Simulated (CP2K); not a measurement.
Two runs for the S L₂,₃ edge of methylthioacetaldehyde. Run A: CP2K XAS_TDP, all-electron GAPW, PBEh(45%), aug-cc-pVDZ, TDA, ZORA, spin–orbit coupling. Run B differs in one setting.

First lines with a strength over 0.0003. A:

| atom | energy (eV) | states | strength, one atom |
| --- | --- | --- | --- |
| S2 (bonded to 2 C) | 163.34 | 1 | 0.0007 |
|  | 163.38 | 1 | 0.0019 |
|  | 163.63 | 1 | 0.0004 |
|  | 164.47 | 2 | 0.0038 |
|  | 164.58 | 1 | 0.0025 |

B:

| atom | energy (eV) | states | strength, one atom |
| --- | --- | --- | --- |
| S2 (bonded to 2 C) | 166.52 | 1 | 0.0007 |
|  | 166.54 | 1 | 0.0019 |
|  | 166.79 | 1 | 0.0005 |
|  | 167.53 | 2 | 0.0004 |
|  | 167.64 | 2 | 0.0028 |

**Question.** Which was it: GW2X switched on, the basis, the functional?

GW2X switched on. GW2X shifts the lines nearly together; each 2p level gets its own shift. The lowest line over the strength cut lies at 166.52 eV, against 163.34 eV (PBEh(45%), aug-cc-pVDZ).

[Hosts, paths, dates, database ids (printed as entryN), source tags and the programs' standing remarks are cut or masked in the printed files.]
